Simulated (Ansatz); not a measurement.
# NaVS3 in P4mm, a phase reached by a soft mode: a soft mode frozen in, part 2 of 2

Wanted: the energy along a soft mode of NaVS3 in P4mm, a phase reached by a soft mode and the structure at the end.

Ansatz 0.2.0; DFT PBEsol, scalar-relativistic, plane waves, PAW; PAW set soft_1.

So far. Step 4 (The mode frozen in, largest atomic shift 0.22 Å): The run ends at a pressure of -0.07 GPa, with forces up to 0.35 eV/Å. Step 5 (Energy along the mode, all amplitudes (two of the runs …): The lowest of the steps tried is at 0.22 Å, 6.60 meV/atom below the parent; the bottom of the well need not coincide with a step.

The structure was built from a prototype and need not be the compound's stable phase.

## 6. Relaxing from the distorted cell

Starting from the lowest point found, all atoms and the cell are let go, so that strain and other modes of the same symmetry can join in.

File input.yaml:

```yaml
crystal:
  lattice:
    - [4.332306063, 0.0, 0.0]
    - [0.0, 4.332306063, 0.0]
    - [0.0, 0.0, 5.603351591]
  atoms:
    - { symbol: Na, position: [0.0052479195, 0.0052479195, 0.5595514499] }
    - { symbol: V, position: [0.4742736142, 0.4742736142, 0.0738971377] }
    - { symbol: S, position: [0.4843768871, 0.4843768871, 0.4434739098] }
    - { symbol: S, position: [0.5507420419, 0.0019956133, 0.9458118255] }
    - { symbol: S, position: [0.0019956133, 0.5507420419, 0.9458118255] }
kpoints:
  mp_grid: { grid: [8, 8, 6] }
hamiltonian:
  xc: pbesol
  pseudopotentials: { kind: paw, azcp: { folder: soft_1 }, xc_functional: pbe }
scf:
  occupations: { method: methfessel_paxton, width: 0.2 }
output:
  forces: true
  stress: true
  eigenvalues: true
relax:
  adjacent_minimum: "off"
  f_tol: 0.002
  max_steps: 120
  cell: { stress_tol: 0.03 }
```

Command:

```sh
> ansatz run input.yaml --threads 8 --pin off --max-ram 16384MiB --backend cpu --events-out ev --progress --plain --runs-dir out
```

Numbers of over 12 decimals in the logs are rounded to 6 here.

What it wrote:

```text
[...]
Crystal: 5 atoms, lattice volume = 105.169 Å³
Basis set: ecut = 420 eV, 2059 PW (Γ), exchange–correlation on 60×60×80 points (8 copies of the dense FFT grid, shifted against one another)
Bands: 25, of which v1, the nominal top of the filled ones, is band 20 counted from 1 (19 counted from 0)
Symmetry: 2 space group operations
[...]
k-points: 114 of 384 (time reversal used)
[...]
SCF iter   1: F=—  HF=-7021.732691 eV  |F-HF|=—  |Δ(HF+E_count)|=         —  Δρ=1.17e-1  dr2=2.51e1  ethr=3.10e-3  ⟨swp⟩=6.3  Hψ=13353  notcnv=0
[...]
SCF iter  10: F=-7019.488911 eV  HF=-7019.488911 eV  |F-HF|=2.07e-9  |Δ(HF+E_count)|=   6.59e-8  S|Δr|=    0.00e0  Δρ=7.30e-6  dr2=8.24e-8  ethr=2.50e-10  ⟨swp⟩=4.7  Hψ=14643  notcnv=0
SCF 1 converged in 10 iterations: F = -7019.488911 eV  dr2 = 8.24e-8
[...]
relax step   1: F+E_penalty+E_count = -7019.48891055 eV  Δ(F+E_penalty+E_count) = +0.000e0 eV  max|allowed force component| = 2.057e-1 eV/Å  Δτ_max = 0.0000 Å  P = -0.067 GPa  Ω = 105.169 Å³  (10 SCF iters, dr2 threshold 1.00e-7 eV, accepted)
Crystal: 5 atoms, lattice volume = 104.937 Å³
Basis set: ecut = 420 eV, 2047 PW (Γ), exchange–correlation on 60×60×80 points (8 copies of the dense FFT grid, shifted against one another)
[...]
iter 1 solved again at ethr=2.47e-5 eV; its pass at ethr=3.10e-3 eV (dr2=9.88e-3 eV) is discarded
[...]
SCF iter   6: F=-7019.512291 eV  HF=-7019.512291 eV  |F-HF|=3.29e-8  |Δ(HF+E_count)|=   9.39e-9  S|Δr|=    0.00e0  Δρ=7.85e-6  dr2=7.51e-8  ethr=1.25e-9  ⟨swp⟩=6.9  Hψ=12409  notcnv=0
SCF 2 converged in 6 iterations: F = -7019.512291 eV  dr2 = 7.51e-8
relax step   2: F+E_penalty+E_count = -7019.51229061 eV  Δ(F+E_penalty+E_count) = -2.338e-2 eV  max|allowed force component| = 9.331e-2 eV/Å  Δτ_max = 0.0314 Å  P = -0.161 GPa  Ω = 104.937 Å³  energy of the carried Pulay correction = +6.029e-5 eV  (6 SCF iters, dr2 threshold 5.00e-7 eV, accepted)
Crystal: 5 atoms, lattice volume = 104.520 Å³
Basis set: ecut = 420 eV, 2041 PW (Γ), exchange–correlation on 60×60×80 points (8 copies of the dense FFT grid, shifted against one another)
[...]
SCF iter   6: F=-7019.526864 eV  HF=-7019.526864 eV  |F-HF|=2.24e-8  |Δ(HF+E_count)|=   5.75e-7  S|Δr|=    0.00e0  Δρ=9.85e-6  dr2=9.88e-8  ethr=1.25e-9  ⟨swp⟩=7.1  Hψ=13712  notcnv=0
SCF 3 converged in 6 iterations: F = -7019.526864 eV  dr2 = 9.88e-8
relax step   3: F+E_penalty+E_count = -7019.52686381 eV  Δ(F+E_penalty+E_count) = -1.457e-2 eV  max|allowed force component| = 6.712e-2 eV/Å  Δτ_max = 0.0446 Å  P = +0.038 GPa  Ω = 104.520 Å³  energy of the carried Pulay correction = +1.693e-4 eV  (6 SCF iters, dr2 threshold 5.00e-7 eV, accepted)
[...]
relax step   4: F+E_penalty+E_count = -7019.52760290 eV  Δ(F+E_penalty+E_count) = -7.391e-4 eV  max|allowed force component| = 6.307e-2 eV/Å  Δτ_max = 0.0260 Å  P = +0.017 GPa  Ω = 104.076 Å³  energy of the carried Pulay correction = +2.859e-4 eV  (6 SCF iters, dr2 threshold 2.82e-7 eV, accepted)
[...]
relax step   5: F+E_penalty+E_count = -7019.52786481 eV  Δ(F+E_penalty+E_count) = -2.619e-4 eV  max|allowed force component| = 3.196e-3 eV/Å  Δτ_max = 0.0069 Å  P = -0.020 GPa  Ω = 104.398 Å³  energy of the carried Pulay correction = +2.013e-4 eV  (4 SCF iters, dr2 threshold 2.49e-7 eV, accepted)
[...]
relax step   6: F+E_penalty+E_count = -7019.52789598 eV  Δ(F+E_penalty+E_count) = -3.117e-5 eV  max|allowed force component| = 3.489e-3 eV/Å  Δτ_max = 0.0021 Å  P = -0.003 GPa  Ω = 104.397 Å³  energy of the carried Pulay correction = +2.016e-4 eV  (5 SCF iters, dr2 threshold 1.01e-8 eV, accepted)
[...]
relax step   7: F+E_penalty+E_count = -7019.52790435 eV  Δ(F+E_penalty+E_count) = -8.369e-6 eV  max|allowed force component| = 9.930e-4 eV/Å  Δτ_max = 0.0019 Å  P = -0.000 GPa  Ω = 104.406 Å³  energy of the carried Pulay correction = +1.991e-4 eV  (6 SCF iters, dr2 threshold 7.61e-10 eV, accepted)
[...]
SCF iter   1: F=—  HF=-7019.527256 eV  |F-HF|=—  |Δ(HF+E_count)|=         —  Δρ=3.18e-4  dr2=2.69e-6  ethr=2.98e-6  ⟨swp⟩=3.0  Hψ=21060  notcnv=0
eigensolver tolerance schedule: the retry pair's looser diagonalisation over-reported the residual by 441.32 of it (diagonalisation noise at 0.74 of the residual, at the tolerance the schedule requests for it); recorded, not acted on — ethr = c·dr2/N_el stays at c = 1.0e-1
SCF iter   2: F=—  HF=-7019.528094 eV  |F-HF|=—  |Δ(HF+E_count)|=   8.38e-4  S|Δr|=    0.00e0  Δρ=2.02e-5  dr2=6.68e-7  ethr=6.73e-9  ⟨swp⟩=2.8  Hψ=5351  notcnv=0
[...]
SCF iter   7: F=-7019.528094 eV  HF=-7019.528094 eV  |F-HF|=4.55e-12  |Δ(HF+E_count)|=  1.09e-11  S|Δr|=    0.00e0  Δρ=4.34e-8  dr2=2.13e-12  ethr=1.00e-12  ⟨swp⟩=7.3  Hψ=14136  notcnv=0
SCF 8 converged in 7 iterations: F = -7019.528094 eV  dr2 = 2.13e-12
relax step   8: F+E_penalty+E_count = -7019.52809426 eV  Δ(F+E_penalty+E_count) = -1.899e-4 eV  max|allowed force component| = 1.256e-3 eV/Å  Δτ_max = 0.0000 Å  P = +0.004 GPa  Ω = 104.406 Å³  stress off target by 2.12e-2 GPa  SCF on the basis re-selected at this cell (its energy is not comparable with the rows above)  (7 SCF iters)
basis re-selected at this cell: Δ(F+E_penalty+E_count) = -1.899e-4 eV, ΔP = +0.004 GPa vs the last step (what re-selecting the basis moved, of the pressure what is left beyond the Pulay correction that the steps carried, after the strain that the cell walked since its last selection, with what the two solves' SCF thresholds leave and, on support functions, any second-order correction that the steps lacked; it is no m [...]
SCF converged after 7 iterations
[...]
Free energy (F): -7019.528094 eV
[...]
Internal energy: -7019.527537 eV  (E = F + TS)
E sigma→0 (E₀):  -7019.527955 eV
Entropy (-TS):   -0.000557 eV (-0.111 meV/atom)
Fermi energy:    6.094932 eV
[...]
--- Forces (eV/Å), atoms counted from 1 ---
  atom   1  Na    -0.00001792    -0.00001792     0.00028545
  atom   2  V      0.00125590     0.00125590    -0.00021688
  atom   3  S      0.00003489     0.00003489     0.00023269
  atom   4  S     -0.00023675    -0.00103575    -0.00015067
  atom   5  S     -0.00103575    -0.00023675    -0.00015067
  max |Σ_I F_I| component: 3.82e-7 eV/Å
--- Stress (GPa, compression-positive) ---
       -0.002131       0.001321      -0.007868
        0.001321      -0.002131      -0.007868
       -0.007868      -0.007868       0.015582
  P = ⅓ Tr σ = 0.0038 GPa (0.038 kbar)
--- Band table (eV; the first three rows and the last of 114) ---
  k-point 0: bands = [... 16 lower, 3.4902, 3.8756, 4.4921, 5.5622, 5.8815, 7.7018, 7.9041, 8.2063, ... 1 higher]
  k-point 1: bands = [... 16 lower, 3.5031, 3.8421, 4.4892, 5.5563, 5.9023, 7.7139, 7.8593, 8.1110, ... 1 higher]
  k-point 2: bands = [... 16 lower, 3.5104, 3.7642, 4.4873, 5.5447, 5.9560, 7.7787, 7.8128, 8.0430, ... 1 higher]
  k-point 113: bands = [... 16 lower, 2.8730, 4.5381, 5.0084, 6.1464, 6.1653, 6.6608, 7.1726, 7.3386, ... 1 higher]
--- Relaxed structure (7 steps of the walk, 7 accepted, 1 SCFs on fresh bases) ---
  F+E_penalty+E_count = -7019.52809426 eV   max|allowed force component| = 1.256e-3 eV/Å   (the final SCF, on the basis selected at the relaxed cell)
  cell:  # Å, volume = 104.4062 Å³
    - [4.279692, 0.020440, -0.120641]
    - [0.020440, 4.279692, -0.120641]
    - [-0.156036, -0.156036, 5.709228]
  atoms:
    - { symbol: Na, position: [0.0032654, 0.0032654, 0.549220] }
    - { symbol: V, position: [0.480856, 0.480856, 0.079293] }
    - { symbol: S, position: [0.490724, 0.490724, 0.445274] }
    - { symbol: S, position: [0.546524, -0.00473402, 0.947379] }
    - { symbol: S, position: [-0.00473402, 0.546524, 0.947379] }
```

It took 28 s on 8 threads of Arm Neoverse V2, shared host; peak memory 0.64 GiB.

Relaxation path:

| step | energy less that of the first step (eV) | largest force component (eV/Å) | pressure (GPa) | volume (Å³) |
| --- | --- | --- | --- | --- |
| 1 | 0.0000 | 0.2057 | -0.07 | 105.17 |
| 2 | -0.0234 | 0.0933 | -0.16 | 104.94 |
| 3 | -0.0380 | 0.0671 | 0.04 | 104.52 |
| 4 | -0.0387 | 0.0631 | 0.02 | 104.08 |
| 5 | -0.0390 | 0.0032 | -0.02 | 104.40 |
| 6 | -0.0390 | 0.0035 | 0.00 | 104.40 |
| 7 | -0.0390 | 0.0010 | 0.00 | 104.41 |
| 8* | -0.0392 | 0.0013 | 0.00 | 104.41 |

Relaxation steps marked * repeat the geometry before them on a plane-wave basis chosen anew for their cell, so energy and pressure can jump there.

Forces are held to the 2 operations that the run works with; a distortion that breaks them can't arise in this run.

| cell as run | before | after | change |
| --- | --- | --- | --- |
| a (Å) | 4.332 | 4.281 | -1.2 % |
| b (Å) | 4.332 | 4.281 | -1.2 % |
| c (Å) | 5.603 | 5.713 | +2.0 % |
| α (°) | 90.00 | 93.19 | +3.5 % |
| β (°) | 90.00 | 93.19 | +3.5 % |
| γ (°) | 90.00 | 89.41 | -0.7 % |
| volume (Å³/atom) | 21.03 | 20.88 | -0.7 % |

The atoms that moved most (Å, as changes of fractional coordinates times the final cell):

| atom | dx | dy | dz | length |
| --- | --- | --- | --- | --- |
| Na1 | -0.007 | -0.007 | -0.059 | 0.059 |
| V2 | 0.027 | 0.027 | 0.029 | 0.049 |
| S3 | 0.027 | 0.027 | 0.009 | 0.039 |
| S4 | -0.018 | -0.029 | 0.010 | 0.036 |
| S5 | -0.029 | -0.018 | 0.010 | 0.036 |

This step gave:

```
pressure        : 0.003774 GPa
volume per atom : 20.88 Å³
```

The distorted start has space group Cm; the relaxation ends in Cm.

## 7. The new phase in its own primitive cell

The relaxed structure is symmetrised, reduced to its primitive cell and relaxed tightly, as its phonons need.

input.yaml, the sections that differ from step 6:

```yaml
crystal:
  lattice:
    - [3.043045188, -3.0117462921, 0.0]
    - [3.043045188, 3.0117462921, 0.0]
    - [-0.4468358564, 0.0, 5.6959910888]
  atoms:
    - { symbol: Na, position: [0.003265404, 0.003265404, 0.5492197561] }
    - { symbol: V, position: [0.4808562884, 0.4808562884, 0.0792934869] }
    - { symbol: S, position: [0.4907243027, 0.4907243027, 0.4452744265] }
    - { symbol: S, position: [0.5465241037, 0.9952659772, 0.9473792394] }
    - { symbol: S, position: [0.9952659772, 0.5465241037, 0.9473792394] }
relax:
  adjacent_minimum: "off"
  f_tol: 0.001
  max_steps: 60
  cell: { stress_tol: 0.01 }
# kpoints, hamiltonian, scf, output: as in step 6
```

What it wrote:

```text
[...]
Crystal: 5 atoms, lattice volume = 104.406 Å³
Basis set: ecut = 420 eV, 2029 PW (Γ), exchange–correlation on 60×60×80 points (8 copies of the dense FFT grid, shifted against one another)
Bands: 25, of which v1, the nominal top of the filled ones, is band 20 counted from 1 (19 counted from 0)
Symmetry: 2 space group operations
[...]
k-points: 114 of 384 (time reversal used)
[...]
cell:  # Å, volume = 104.4539 Å³
    - [3.042775, -3.010850, -0.00232569]
    - [3.042775, 3.010850, -0.00232569]
    - [-0.451149, -1.1437310617311407e-18, 5.701142]
  atoms:
    - { symbol: Na, position: [0.00341236, 0.00341236, 0.549651] }
    - { symbol: V, position: [0.480851, 0.480851, 0.079272] }
    - { symbol: S, position: [0.490934, 0.490934, 0.444962] }
    - { symbol: S, position: [0.546395, 0.995043, 0.947330] }
    - { symbol: S, position: [0.995043, 0.546395, 0.947330] }
[key lines of the parts left out:]
SCF converged after 7 iterations
Free energy (F): -7019.528106 eV
Fermi energy:    6.089941 eV
P = ⅓ Tr σ = -0.0005 GPa (-0.005 kbar)
```

It took 17 s on 8 threads; peak memory 0.64 GiB.

Little changed from the start: no atom moved by 0.005 Å and no cell edge by 0.1 %.

This step gave:

```
pressure        : -4.56e-4 GPa
volume per atom : 20.89 Å³
```

The largest force component left is 0.68 meV/Å and the pressure is 0.000 GPa, within the tolerances set. The cell now holds 20.89 Å³/atom.

## 8. Modes of the new phase

A relaxed structure may still be a saddle point, so its zone-centre modes are computed. No field response is asked, since the mesh shows no gap.

input.yaml, the sections that differ from step 7:

```yaml
crystal:
  lattice:
    - [3.0427753997, -3.0108502451, -0.0023256888]
    - [3.0427753997, 3.0108502451, -0.0023256888]
    - [-0.4511494801, 0.0, 5.7011419956]
  atoms:
    - { symbol: Na, position: [0.0034123622, 0.0034123622, 0.5496508818] }
    - { symbol: V, position: [0.4808509872, 0.4808509872, 0.0792723815] }
    - { symbol: S, position: [0.490934493, 0.490934493, 0.4449619563] }
    - { symbol: S, position: [0.5463947712, 0.9950434624, 0.9473304644] }
    - { symbol: S, position: [0.9950434624, 0.5463947712, 0.9473304644] }
output:
  eigenvalues: true
phonons:
  method: dfpt
# kpoints, hamiltonian, scf: as in step 7
# relax: removed
```

What it wrote:

```text
[...]
Crystal: 5 atoms, lattice volume = 104.454 Å³
Basis set: ecut = 420 eV, 2033 PW (Γ), exchange–correlation on 60×60×80 points (8 copies of the dense FFT grid, shifted against one another)
Bands: 25, of which v1, the nominal top of the filled ones, is band 20 counted from 1 (19 counted from 0)
Symmetry: 2 space group operations
k-points: 196 of 384 (irreducible under 1 space group operation, time reversal used)
[...]
SCF iter   1: F=—  HF=-7021.880124 eV  |F-HF|=—  |Δ(HF+E_count)|=         —  Δρ=1.19e-1  dr2=2.60e1  ethr=3.10e-3  ⟨swp⟩=6.3  Hψ=23135  notcnv=0
[...]
SCF iter  16: F=-7019.528106 eV  HF=-7019.528106 eV  |F-HF|=9.09e-13  |Δ(HF+E_count)|=  5.46e-12  S|Δr|=    0.00e0  Δρ=3.00e-8  dr2=1.46e-12  ethr=1.00e-12  ⟨swp⟩=6.6  Hψ=22347  notcnv=0
the search or the solves at the SCF's close seem to have found levels that the self-consistency loop had missed (the run counts 1). By its estimate they hold under 1e-12 electrons; where the run keeps them, the occupations were computed again with them
SCF 1 converged in 16 iterations: F = -7019.528106 eV  dr2 = 1.46e-12
[...]
SCF converged after 16 iterations
[...]
Free energy (F): -7019.528106 eV
[...]
Internal energy: -7019.527542 eV  (E = F + TS)
E sigma→0 (E₀):  -7019.527965 eV
Entropy (-TS):   -0.000564 eV (-0.113 meV/atom)
Fermi energy:    6.089941 eV
[...]
--- Band table (eV; the first three rows and the last of 196) ---
  k-point 0: bands = [... 16 lower, 3.4874, 3.8727, 4.4868, 5.5612, 5.8773, 7.6983, 7.9007, 8.2050, ... 1 higher]
  k-point 1: bands = [... 16 lower, 3.5006, 3.8389, 4.4838, 5.5547, 5.8975, 7.7100, 7.8566, 8.1089, ... 1 higher]
  k-point 2: bands = [... 16 lower, 3.5083, 3.7601, 4.4817, 5.5420, 5.9502, 7.7773, 7.8095, 8.0370, ... 1 higher]
  k-point 195: bands = [... 16 lower, 2.8706, 4.5296, 4.9997, 6.1411, 6.1595, 6.6551, 7.1699, 7.3278, ... 1 higher]
[...]
k mesh reduced under 1 symmetry operation, with k and −k counted as one. Each operation leaves every solved perturbation unchanged. A smaller set is not used because it would not reduce the number of displacements times k-points to solve
  ASR residual: 3.387e-5 → 0.000e0 eV/Å²; symmetrization residual: 1.345e-5 eV/Å²
  ASR residual per site (eV/Å²): 3.39e-5 1.14e-5 1.01e-5 6.95e-6 6.95e-6
[...]
```

Wall time 72 s (8 threads); peak memory 1.9 GiB.

Numbers from this step:

* sum-rule residual before enforcement: 3.39e-5 eV/Å²
* point group: m
* highest optical mode at the zone centre (no LO-TO term): 515.1 cm⁻¹
* lowest optical zone-centre mode: -99.41 cm⁻¹

Patterns of degenerate modes are one choice out of their space. Modes at Γ, with each element's share of the kinetic energy (negative means imaginary):

| mode | frequency (cm⁻¹) | symmetry | Na % | V % | S % |
| --- | --- | --- | --- | --- | --- |
| 1 | -99.4 | A'' | 0 | 23 | 77 |
| 2 | 0.0 | acoustic | 14 | 30 | 57 |
| 3 | 0.0 | acoustic | 14 | 30 | 57 |
| 4 | 0.0 | acoustic | 14 | 30 | 57 |
| 5 | 70.6 | A' | 83 | 5 | 12 |
| 6 | 80.6 | A'' | 61 | 14 | 25 |
| 7 | 91.8 | A' | 75 | 9 | 16 |
| 8 | 122.8 | A'' | 22 | 1 | 77 |
| 9 | 124.6 | A' | 13 | 0 | 87 |
| 10 | 161.6 | A'' | 4 | 8 | 88 |
| 11 | 193.0 | A' | 1 | 31 | 68 |
| 12 | 237.0 | A' | 0 | 24 | 75 |
| 13 | 371.5 | A' | 0 | 28 | 72 |
| 14 | 384.4 | A'' | 0 | 23 | 77 |
| 15 | 515.1 | A' | 0 | 43 | 57 |

Before it was imposed, the acoustic sum rule was missed by 3.4e-5 eV/Å². Small misses are needed for a sound result but don't prove that mesh and cutoff are converged. The lowest optical mode is imaginary, 99.4i cm⁻¹, so the energy falls along it.

## 9. What came out

```
unstable mode of the parent                                                      : q = (0, 0, 0), 120i cm⁻¹
depth at the lowest point sampled                                                : 6.60 meV/atom
largest atomic shift at that point                                               : 0.22 Å
space group reached (within 0.01 Å)                                              : Cm
energy gained over the parent (first relaxation, on the mesh of the frozen mode) : 14.4 meV/atom
volume per atom, phase reached                                                   : 20.9 Å³
lowest optical zone-centre mode, phase reached                                   : -99.4 cm⁻¹
highest optical mode at the zone centre (no LO-TO term), phase reached           : 515 cm⁻¹
```

In words: Along this mode the structure falls into Cm, 14.4 meV/atom below the parent. At the parent's cell the well is 6.602 meV/atom deep on the steps tried, with its lowest point at a shift of 0.22 Å. Relaxing atoms and cell changes the gain by +7.82 meV/atom against the lowest step (energies at zero smearing). The new phase still has an imaginary mode at the zone centre of its cell, so it is a saddle point on the way to a lower structure. Of the 2 patterns followed to their end from this parent, this one ends 9.18 meV/atom above the lowest, Pm. Each path keeps the symmetry of its pattern, so a lower phase may lie along a pattern not tried. With no gap, or one that is small against the smearing, the frequencies hang on the k mesh and the smearing, most of all near Kohn anomalies. The phonon runs are without spin polarisation, although V often carries a moment. The PAW files were made for PBE and serve the other functionals too. The starting cell was built on a prototype and not taken from a measurement, so the phase need not exist.

[Logs are printed without paths, hosts, clocks, repeated set-up lines and the standing remarks that a program may print on its own settings, such as how far it seeks lower states.]

[Hosts, paths, dates, database ids (printed as entryN), source tags and the programs' standing remarks are cut or masked in the printed files.]
